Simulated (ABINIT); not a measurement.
# CsAuBr3 (I4/mmm): Bethe-Salpeter spectra with ABINIT

Wanted: excitons and ε₂ of CsAuBr3 (I4/mmm), with cost.

Calculated with ABINIT 10.8.3; LDA and many-body steps on it, plane waves.

### 1. Set-up

It takes space group I4/mmm (No. 139, tetragonal). Conventional cell: a = 7.759 Å, b = 7.759 Å, c = 11.308 Å, α = 90.00°, β = 90.00°, γ = 90.00°. Nearest to Cs lie 12 Br at 3.90 to 3.95 Å. Nearest to Au lie 4 Br at 2.44 Å. Nearest to Au lie 6 Br at 2.40 to 3.05 Å. Br has 2 Au at 2.44 to 3.05 Å and 4 Cs at 3.95 Å nearest. Nearest to Br lie 2 Au at 2.40 to 3.25 Å and 4 Cs at 3.90 Å. Farther neighbours and most contacts between anions are not listed.

The cell and positions come from the Crystallography Open Database and are kept as given unless a step says otherwise. Spin-orbit coupling is left out unless a step names it.

### 2. Empty states on the mesh, 2×2×2 mesh, 250 bands

This step: ABINIT 10.8.3; DFT, LDA, plane waves, norm-conserving pseudopotentials.

The sums over transitions need many empty states on a uniform mesh; this step solves for them.

run.abi

```
acell 3*1.0 Angstrom
rprim 
  -3.879600000000 3.879600000000 5.653950000000
  3.879600000000 -3.879600000000 5.653950000000
  3.879600000000 3.879600000000 -5.653950000000
ntypat 3
znucl 55 79 35
natom 10
typat 1 1 2 2 3 3 3 3 3 3
xred 
  0.750000000000 0.250000000000 0.500000000000
  0.250000000000 0.750000000000 0.500000000000
  0.000000000000 0.000000000000 0.000000000000
  0.500000000000 0.500000000000 0.000000000000
  0.222000000000 0.222000000000 0.444000000000
  0.222000000000 0.778000000000 0.000000000000
  0.778000000000 0.778000000000 0.556000000000
  0.778000000000 0.222000000000 0.000000000000
  0.712200000000 0.712200000000 0.000000000000
  0.287800000000 0.287800000000 0.000000000000
pp_dirpath "pseudos"
pseudos "Cs.upf, Au.upf, Br.upf"
ecut 28
ngkpt 2 2 2
nshiftk 1
shiftk 0 0 0
kptopt 1
chksymbreak 0
iscf -2
irdden 1
istwfk *1
nband 250
nbdbuf 22
tolwfr 1e-09
nstep 60
prtvol 0
indata_prefix "in"
outdata_prefix "out"
tmpdata_prefix "tmp"
```

Command:

```bash
$ OMP_NUM_THREADS=1 mpirun -n 4 abinit run.abi > log
```

Numbers of over 12 decimals in the logs are rounded to 6 here.

The log of the run:

```text
.Version 10.8.3 of ABINIT. v10.8.2 released Aug 2026.

 Symmetries : space group I4/m m m (#139); Bravais tI (body-center tetrag.)
[... echo of the input left out ...]
== DATASET  1 ==================================================================
-   mpi_nproc: 4, omp_nthreads: 1 (-1 if OMP is not activated)

--- !DatasetInfo
iteration_state: {dtset: 1, }
dimensions: {natom: 10, nkpt: 4, mband: 250, nsppol: 1, nspinor: 1, nspden: 1, mpw: 16300, }
cutoff_energies: {ecut:  28.0, pawecutdg:  -1.0, }
[...]
1.31175    1.31906    1.32783    1.32783    1.33143    1.33195    1.33831    1.34675
   1.34860    1.36162    1.38064    1.38373    1.38848    1.38878    1.38910    1.39917
   1.39983    1.41666
 prteigrs : prtvol=0 or 1, do not print more k-points.

== END DATASET(S) ==============================================================
================================================================================

 -outvars: echo values of variables after computation  --------
            nband         250
             nkpt           4
          spgroup         139
 [... the other variables as echoed above ...]

 Calculation completed.
```

Run time: 3.9 min. Hardware: 4 MPI ranks of Arm Neoverse V2, shared host; peak memory 0.77 GiB; 16 min of CPU time.

This step gave:

```yaml
gap: 0.9502 eV
k_of_the_valence_top: 0.5, 0, 0
k_of_the_conduction_bottom: 0.5, 0, 0
least_direct_gap: 0.9502 eV
k_points_computed: 4
lowest_point_of_the_top_converged_band_above_the_valence_top: 33.00 eV
```

On this mesh the gap is 0.950 eV.

The density comes from a self-consistent run that is not shown.

### 3. Screening, 2×2×2 mesh, 228 bands, screening to 95.2 eV

The RPA dielectric matrix is built and inverted for each q.

This step: RPA screening on LDA, plane waves, norm-conserving pseudopotentials.

run.abi: that of step 2 with these lines changed.

```diff
@@ -28,10 +28,11 @@
 chksymbreak 0
-iscf -2
-irdden 1
 istwfk *1
-nband 250
-nbdbuf 22
-tolwfr 1e-09
-nstep 60
-prtvol 0
+occopt 1
+irdwfk 1
+optdriver 3
+nband 228
+ecuteps 3.5
+inclvkb 2
+awtr 1
+symchi 1
 indata_prefix "in"
```

The log of the run:

```text
.Version 10.8.3 of ABINIT. v10.8.2 released Aug 2026.

 Symmetries : space group I4/m m m (#139); Bravais tI (body-center tetrag.)
[... echo of the input left out ...]
== DATASET  1 ==================================================================
-   mpi_nproc: 4, omp_nthreads: 1 (-1 if OMP is not activated)

--- !DatasetInfo
iteration_state: {dtset: 1, }
dimensions: {natom: 10, nkpt: 4, mband: 228, nsppol: 1, nspinor: 1, nspden: 1, mpw: 16300, }
cutoff_energies: {ecut:  28.0, pawecutdg:  -1.0, }
[...]
--------------------------------------------------------------------------------
[... chi0 elements left out ...]
 For q-point:  0.000010 0.000020 0.000030
  dielectric constant =  21.2227
  dielectric constant without local fields =  25.7497

  Average fulfillment of the sum rule on Im[epsilon] for q-point    1 :     60.46  [%]
[... wings left out ...]
  q-point number  2        q = ( 0.500000, 0.000000, 0.000000) [r.l.u.]
--------------------------------------------------------------------------------
[... chi0 elements left out ...]
  Average fulfillment of the sum rule on Im[epsilon] for q-point    2 :     66.60  [%]

 [... 2 further q-points ...]
```

Elapsed: 7.1 min, on 4 MPI ranks; peak memory 11 GiB; 29 min of CPU time.

Numbers from this step:

- ε∞ with local fields, on this mesh, along the program's q direction: 21.22
- the same without local fields: 25.75
- plasma frequency: 19.92 eV
- plane waves in the screening matrix: 725

Local fields lower ε∞ by 18 %. On a Γ-centred mesh this coarse the value itself is usually too large, while a short band sum pulls it down.

### 4. Self-energy, 2×2×2 mesh, 228 bands, screening to 95.2 eV

The self-energy is evaluated for the states that the input lists, and the levels follow from it, in one-shot runs by the linearised quasiparticle equation.

This step: G0W0 on LDA, plane waves, norm-conserving pseudopotentials.

run.abi: that of step 3 with these lines changed.

```diff
@@ -31,8 +31,17 @@
 irdwfk 1
-optdriver 3
+optdriver 4
 nband 228
+gwcalctyp 0
+ecutsigx 28
+symsigma 1
+nkptgw 2
+kptgw 
+  0.5000000000 0.0000000000 0.0000000000
+  0.0000000000 0.0000000000 0.0000000000
+bdgw 
+  48 51
+  48 51
 ecuteps 3.5
-inclvkb 2
-awtr 1
-symchi 1
+irdscr 1
+ppmodel 1
 indata_prefix "in"
```

The log of the run:

```text
.Version 10.8.3 of ABINIT. v10.8.2 released Aug 2026.

 Symmetries : space group I4/m m m (#139); Bravais tI (body-center tetrag.)
[... echo of the input left out ...]
== DATASET  1 ==================================================================
-   mpi_nproc: 4, omp_nthreads: 1 (-1 if OMP is not activated)

--- !DatasetInfo
iteration_state: {dtset: 1, }
dimensions: {natom: 10, nkpt: 4, mband: 228, nsppol: 1, nspinor: 1, nspden: 1, mpw: 16300, }
cutoff_energies: {ecut:  28.0, pawecutdg:  -1.0, }
[...]
Band     E0 <VxcDFT>   SigX SigC(E0)      Z dSigC/dE  Sig(E)    E-E0       E
[...]
50   3.722 -17.770 -15.016  -1.224   0.803  -0.245 -16.541   1.229   4.951
       51   4.837 -14.850 -11.061  -2.190   0.795  -0.259 -13.579   1.270   6.107

== END DATASET(S) ==============================================================
================================================================================

 -outvars: echo values of variables after computation  --------
           etotal      0.0000000000E+00
            nband         228
             nkpt           4
          spgroup         139
 [... the other variables as echoed above ...]

 Calculation completed.
```

Elapsed: 74 s, on 4 MPI ranks; peak memory 8.4 GiB.

Numbers from this step:

- G0W0 gap on the points computed: 1.702 eV
- starting gap on the mesh: 0.9502 eV
- k of the valence top: 0.5, 0, 0
- k of the conduction bottom: 0.5, 0, 0
- least direct G0W0 gap on the computed points: 1.702 eV

The gap on the mesh goes from 0.95 eV to 1.70 eV, a correction of +0.75 eV.

The gap opens by 0.752 eV; the next steps shift the empty bands rigidly by 0.752 eV.

### 5. Excitons

Optical absorption needs the electron-hole interaction, solved here in a basis of vertical transitions on the mesh.

This step: Bethe-Salpeter equation on LDA with a scissors shift, plane waves, norm-conserving pseudopotentials.

run.abi: that of step 4 with these lines changed.

```diff
@@ -31,17 +31,17 @@
 irdwfk 1
-optdriver 4
-nband 228
-gwcalctyp 0
-ecutsigx 28
-symsigma 1
-nkptgw 2
-kptgw 
-  0.5000000000 0.0000000000 0.0000000000
-  0.0000000000 0.0000000000 0.0000000000
-bdgw 
-  48 51
-  48 51
+optdriver 99
+bs_calctype 1
+mbpt_sciss 0.752 eV
+bs_loband 25
+nband 58
+bs_exchange_term 1
+bs_coulomb_term 11
+bs_coupling 0
+bs_algorithm 1
+bs_freq_mesh 0 8 0.05 eV
+zcut 0.15 eV
 ecuteps 3.5
+ecutwfn 14
+inclvkb 2
 irdscr 1
-ppmodel 1
 indata_prefix "in"
```

The log of the run:

```text
.Version 10.8.3 of ABINIT. v10.8.2 released Aug 2026.

 Symmetries : space group I4/m m m (#139); Bravais tI (body-center tetrag.)
[... echo of the input left out ...]
== DATASET  1 ==================================================================
-   mpi_nproc: 4, omp_nthreads: 1 (-1 if OMP is not activated)

--- !DatasetInfo
iteration_state: {dtset: 1, }
dimensions: {natom: 10, nkpt: 4, mband: 58, nsppol: 1, nspinor: 1, nspden: 1, mpw: 5753, }
cutoff_energies: {ecut:  14.0, pawecutdg:  -1.0, }
electrons: {nelect:   9.80000000E+01, charge:   0.00000000E+00, occopt:   1.00000000E+00, tsmear:   1.00000000E-02, }

 Exciton: Calculation of dielectric properties by solving the Bethe-Salpeter equation
 in frequency domain and reciprocal space on a transitions basis set.
 Based on a program developed by L. Reining, V. Olevano, F. Sottile,
 S. Albrecht, and G. Onida. Incorporated in ABINIT by M. Giantomassi.

.Using double precision arithmetic ; gwpc =  8

[... cell and pseudopotentials left out ...]
--------------------------------------------------------------------------------

 ==== K-mesh for the wavefunctions ====
 Number of points in the irreducible wedge :     4
[... list of points left out ...]
 Together with 16 symmetry operations and time-reversal symmetry
 yields     8 points in the full Brillouin Zone.

 ==== Q-mesh for the screening function ====
 Number of points in the irreducible wedge :     4
[... list of points left out ...]
 Together with 16 symmetry operations and time-reversal symmetry
 yields     8 points in the full Brillouin Zone.

 vcoul_init : cutoff-mode = AUXILIARY_FUNCTION
 q-points for optical limit:   1
     1)      0.000010    0.000020    0.000030
 setmesh: FFT mesh size selected  =    45x   45x   45
          total number of points  =        91125

 ==== Fundamental parameters for the solution of the Bethe-Salpeter equation: ====
 Algorithm: Direct diagonalization.
 Dimension of the v, W matrices,  npweps  = 725
 Cutoff for the wavefunctions,    npwwfn  = 5753
 Number of k-points in the IBZ,   nkibz   = 4
 Highest empty band included,     nband   = 58
 === Spin UP ===
 Number of resonant transitions          1800
 Lowest occupied state                   25
 Highest occupied state                  49
 Lowest unoccupied state                 50
 Highest unoccupied state                58
 Minimum frequency [eV]           Emin    =   0.00
 Maximum frequency [eV]           Emax    =   8.00
 Frequency step [eV]              dE      =   0.05
 Lorentzian broadening [eV]       eta     =   0.15
 RPA L0 with KS energies and KS wavefunctions
 Scissors operator energy [eV] =          0.75
 Local fields effects (v term) included
 Excitonic effects (W term) included
 Full W_GG' included
 W is read from an external SCR file
 Resonant-only calculation (Hermitian case)

 Calculating epsilon_Macro(q-->0,w), along the following directions:
 q = (  1.924216  0.000000  0.000000) [r.l.u.]
 q = (  0.000000  1.924216  0.000000) [r.l.u.]
 q = (  0.000000  0.000000  1.650141) [r.l.u.]
 q = ( -1.166826  1.166826  1.166826) [r.l.u.]
 q = (  1.166826 -1.166826  1.166826) [r.l.u.]
 q = (  1.700478  1.700478 -1.700478) [r.l.u.]
 Number of electrons calculated from density =   97.9333; Expected =   98.0000
 average of density, n =  0.042633
 r_s =    1.7758
 omega_plasma =   19.9173 [eV]

. Writing resonant excitonic Hamiltonian on file out_BSR; file size=   0.02 [Gb].
 Direct diagonalization of the resonant excitonic Hamiltonian, Matrix size= 1800
. Using LAPACK sequential version.
 Excitonic eigenvalues in eV up to n=   32
   1.50455   1.56270   1.60239   1.67396   2.02754   2.06008   2.07105   2.10369
   2.11732   2.17938   2.18835   2.19664   2.23054   2.24885   2.26669   2.27639
   2.30422   2.32098   2.33190   2.35869   2.37452   2.38546   2.39507   2.40746
   2.47316   2.50632   2.52934   2.57191   2.65074   2.67115   2.76292   2.77177

 First excitonic eigenvalue=    1.50 [eV]
 Last  excitonic eigenvalue=   12.71 [eV]

 GW  direct gap       1.70  0.00 [eV]
 EXC direct gap       1.50  0.00 [eV]
 EXC binding energy   0.20  0.00 [eV]

 Excitonic eigenvalues up to the GW energy gap [eV]
  1 (  1.50  0.00)
  2 (  1.56  0.00)
  3 (  1.60  0.00)
  4 (  1.67  0.00)

 Macroscopic dielectric function:
 omega [eV] <KS_RPA_nlf>  <GW_RPA_nlf>  <BSE>
   0.0000  19.9201   0.0000  12.6125   0.0000  13.1094   0.0000
   0.0500  19.9583   0.2539  12.6202   0.0478  13.1189   0.0590
   0.1000  20.0740   0.5155  12.6435   0.0960  13.1474   0.1186
   0.1500  20.2700   0.7929  12.6824   0.1452  13.1952   0.1796
   0.2000  20.5514   1.0958  12.7375   0.1958  13.2630   0.2428
   0.2500  20.9255   1.4356  12.8092   0.2483  13.3514   0.3089
   0.3000  21.4027   1.8272  12.8982   0.3034  13.4615   0.3789
   0.3500  21.9962   2.2903  13.0053   0.3617  13.5945   0.4537
   0.4000  22.7234   2.8520  13.1317   0.4238  13.7522   0.5346
   0.4500  23.6056   3.5510  13.2786   0.4908  13.9364   0.6231

 Writing KS-RPA macroscopic dielectric function without local fields to file: out_RPA_NLF_MDF
 Writing GW-RPA macroscopic dielectric function without local fields to file: out_GW_NLF_MDF
 Writing EXC Macroscopic dielectric function to file: out_EXC_MDF

== END DATASET(S) ==============================================================
================================================================================

 -outvars: echo values of variables after computation  --------
           etotal      0.0000000000E+00
            nband          58
             nkpt           4
          spgroup         139
 [... the other variables as echoed above ...]

 Calculation completed.
```

Elapsed: 7.5 min, on 4 MPI ranks; peak memory 1.6 GiB.

This step gave:

* direct gap of the transition levels: 1.702 eV
* transitions in the window: 1800
* first strong exciton (over a fiftieth of the strongest listed): 1.505 eV
* lowest state: 1.505 eV
* binding of the lowest state below the direct gap: 0.1974 eV
* Coulomb term of one mesh cell: 0.1380 eV

The binding is 1.4 times the screened Coulomb term of one mesh cell (0.14 eV), so it is not shown settled.

The lowest state lies at 1.505 eV, 0.197 eV under the direct gap.

Lines within 3 meV are set at the lowest of them, and the highest group, which the list may cut short, is left out. Lines of the exciton spectrum (strongest = 100):

| position (eV) | oscillator strength, relative |
| --- | --- |
| 1.505 | 100 |
| 1.563 | 0.2 |
| 1.602 | 90 |
| 1.674 | 8.2 |
| 2.027 | 0.3 |
| 2.060 | 1.8 |
| 2.071 | 0.1 |
| 2.104 | 5.5 |
| 2.117 | 0.8 |
| 2.179 | 0.0 |
| 2.188 | 0.1 |
| 2.197 | 0.0 |
| 2.231 | 8.8 |
| 2.249 | 0.0 |
| 2.267 | 0.2 |

Mean over the three Cartesian directions of q; broadening 0.15 eV; transition window only. Limits: finite bands, cutoff and mesh; d shell near the gap, gap tends to lie low; no spin-orbit coupling; coarse k mesh; exciton not shown settled in the k mesh. Table of ε₂ by photon energy; read off at these points:

| photon energy (eV) | BSE | no electron-hole interaction | Kohn-Sham, no shift |
| --- | --- | --- | --- |
| 0.00 | 0 | 0 | 0 |
| 0.20 | 0.223 | 0.18 | 1.01 |
| 0.40 | 0.492 | 0.390 | 2.62 |
| 0.60 | 0.876 | 0.672 | 6.61 |
| 0.80 | 1.53 | 1.11 | 22.0 |
| 0.95 | 2.44 | 1.65 | 44.2 |
| 1.00 | 2.89 | 1.91 | 39.9 |
| 1.20 | 6.66 | 3.66 | 12.9 |
| 1.40 | 21.5 | 8.86 | 8.20 |
| 1.55 | 37.6 | 22.0 | 8.54 |
| 1.60 | 35.7 | 30.4 | 9.39 |
| 1.70 | 23.4 | 44.4 | 8.75 |
| 1.80 | 13.2 | 31.5 | 5.37 |
| 2.00 | 7.17 | 10.7 | 2.33 |
| 2.20 | 8.06 | 8.14 | 1.74 |
| 2.40 | 7.47 | 9.83 | 2.16 |
| 2.60 | 3.29 | 4.28 | 2.83 |
| 2.80 | 2.79 | 2.13 | 1.60 |
| 3.00 | 2.68 | 1.82 | 1.23 |
| 3.20 | 2.05 | 2.40 | 1.13 |
| 3.40 | 1.38 | 2.56 | 1.17 |
| 3.60 | 1.14 | 1.52 | 1.79 |
| 3.80 | 1.18 | 1.22 | 3.81 |
| 4.00 | 1.22 | 1.17 | 3.96 |
| 4.20 | 1.91 | 1.25 | 3.09 |
| 4.40 | 4.36 | 2.09 | 4.23 |
| 4.60 | 3.66 | 4.65 | 4.66 |
| 4.80 | 2.68 | 3.40 | 2.68 |
| 5.00 | 3.68 | 3.26 | 3.30 |
| 5.20 | 3.81 | 4.65 | 4.75 |
| 5.40 | 2.45 | 4.12 | 3.49 |
| 5.60 | 3.61 | 2.63 | 2.45 |
| 5.80 | 4.83 | 3.93 | 2.12 |
| 6.00 | 4.37 | 4.33 | 2.12 |
| 6.20 | 3.17 | 3.25 | 2.93 |
| 6.40 | 2.31 | 2.25 | 3.45 |
| 6.60 | 2.37 | 2.19 | 3.58 |
| 6.80 | 3.00 | 2.16 | 3.09 |
| 7.00 | 3.37 | 3.19 | 3.22 |
| 7.20 | 3.05 | 3.48 | 3.29 |
| 7.40 | 2.73 | 3.41 | 3.92 |
| 7.60 | 2.98 | 3.13 | 2.66 |
| 7.80 | 3.15 | 3.31 | 1.70 |

### 6. Triplet (no exchange term)

run.abi: that of step 5 with these lines changed.

```diff
@@ -34,5 +34,5 @@
 mbpt_sciss 0.752 eV
-bs_loband 25
-nband 58
-bs_exchange_term 1
+bs_loband 33
+nband 52
+bs_exchange_term 0
 bs_coulomb_term 11
@@ -40,3 +40,3 @@
 bs_algorithm 1
-bs_freq_mesh 0 8 0.05 eV
+bs_freq_mesh 0 6 0.05 eV
 zcut 0.15 eV
```

The log of the run:

```text
.Version 10.8.3 of ABINIT. v10.8.2 released Aug 2026.

 Symmetries : space group I4/m m m (#139); Bravais tI (body-center tetrag.)
[... echo of the input left out ...]
== DATASET  1 ==================================================================
-   mpi_nproc: 4, omp_nthreads: 1 (-1 if OMP is not activated)

--- !DatasetInfo
iteration_state: {dtset: 1, }
dimensions: {natom: 10, nkpt: 4, mband: 52, nsppol: 1, nspinor: 1, nspden: 1, mpw: 5753, }
cutoff_energies: {ecut:  14.0, pawecutdg:  -1.0, }
electrons: {nelect:   9.80000000E+01, charge:   0.00000000E+00, occopt:   1.00000000E+00, tsmear:   1.00000000E-02, }

 Exciton: Calculation of dielectric properties by solving the Bethe-Salpeter equation
 in frequency domain and reciprocal space on a transitions basis set.
 Based on a program developed by L. Reining, V. Olevano, F. Sottile,
 S. Albrecht, and G. Onida. Incorporated in ABINIT by M. Giantomassi.

.Using double precision arithmetic ; gwpc =  8

[... cell and pseudopotentials left out ...]
--------------------------------------------------------------------------------

 ==== K-mesh for the wavefunctions ====
 Number of points in the irreducible wedge :     4
[... list of points left out ...]
 Together with 16 symmetry operations and time-reversal symmetry
 yields     8 points in the full Brillouin Zone.

 ==== Q-mesh for the screening function ====
 Number of points in the irreducible wedge :     4
[... list of points left out ...]
 Together with 16 symmetry operations and time-reversal symmetry
 yields     8 points in the full Brillouin Zone.

 vcoul_init : cutoff-mode = AUXILIARY_FUNCTION
 q-points for optical limit:   1
     1)      0.000010    0.000020    0.000030
 setmesh: FFT mesh size selected  =    45x   45x   45
[...]
Number of electrons calculated from density =   97.9333; Expected =   98.0000
 average of density, n =  0.042633
 r_s =    1.7758
 omega_plasma =   19.9173 [eV]

. Writing resonant excitonic Hamiltonian on file out_BSR; file size=   0.00 [Gb].
 Direct diagonalization of the resonant excitonic Hamiltonian, Matrix size= 408
. Using LAPACK sequential version.
 Excitonic eigenvalues in eV up to n=   32
   1.39719   1.49519   1.55964   1.66609   1.90079   1.96916   1.98857   2.02826
   2.03223   2.03744   2.05150   2.15601   2.18221   2.19538   2.24280   2.24799
   2.26434   2.26803   2.30817   2.31948   2.32856   2.35728   2.36872   2.38911
   2.43983   2.49454   2.50288   2.53891   2.55815   2.63490   2.75748   2.76678

 First excitonic eigenvalue=    1.40 [eV]
 Last  excitonic eigenvalue=    9.17 [eV]

 GW  direct gap       1.70  0.00 [eV]
 EXC direct gap       1.40  0.00 [eV]
 EXC binding energy   0.30  0.00 [eV]

 Excitonic eigenvalues up to the GW energy gap [eV]
  1 (  1.40  0.00)
  2 (  1.50  0.00)
  3 (  1.56  0.00)
  4 (  1.67  0.00)

 Macroscopic dielectric function:
 omega [eV] <KS_RPA_nlf>  <GW_RPA_nlf>  <BSE>
   0.0000  19.1313   0.0000  11.9041   0.0000  14.2004   0.0000
   0.0500  19.1695   0.2536  11.9118   0.0476  14.2138   0.0841
   0.1000  19.2850   0.5149  11.9349   0.0956  14.2542   0.1693
[...]
0.4000  21.9316   2.8497  12.4211   0.4222  15.1196   0.7805
   0.4500  22.8130   3.5485  12.5675   0.4890  15.3866   0.9159

 Writing KS-RPA macroscopic dielectric function without local fields to file: out_RPA_NLF_MDF
 Writing GW-RPA macroscopic dielectric function without local fields to file: out_GW_NLF_MDF
 Writing EXC Macroscopic dielectric function to file: out_EXC_MDF

== END DATASET(S) ==============================================================
================================================================================

 -outvars: echo values of variables after computation  --------
           etotal      0.0000000000E+00
            nband          52
             nkpt           4
          spgroup         139
 [... the other variables as echoed above ...]

 Calculation completed.
```

Run time: 46 s. Hardware: 4 MPI ranks; peak memory 1.2 GiB; 3.1 min of CPU time.

The lowest triplet lies at 1.397 eV; without spin-orbit coupling triplets are dark, so no spectrum is read.

(Part 1 of 2 ends here.)

[Paths, hosts, dates, memory and timing lines, banners, echoed tables and standing remarks are left out of the program output.]

[Logs are printed without paths, hosts, clocks, repeated set-up lines and the standing remarks that a program may print on its own settings, such as how far it seeks lower states.]

[Runs of the session that timed out or met a known fault of the program may be left out.]

[Hosts, paths, dates, database ids (printed as entryN), source tags and the programs' standing remarks are cut or masked in the printed files.]

[G0W0 gaps are taken among the corrected bands and points alone; a level outside them can change the order at an edge.]

[Where Ansatz stands beside ABINIT at settings called matched, ABINIT's density can come from a denser mesh and the files from another edition; pairs whose starting gaps differed by over 0.03 eV were left out, so agreement reads better than it is.]
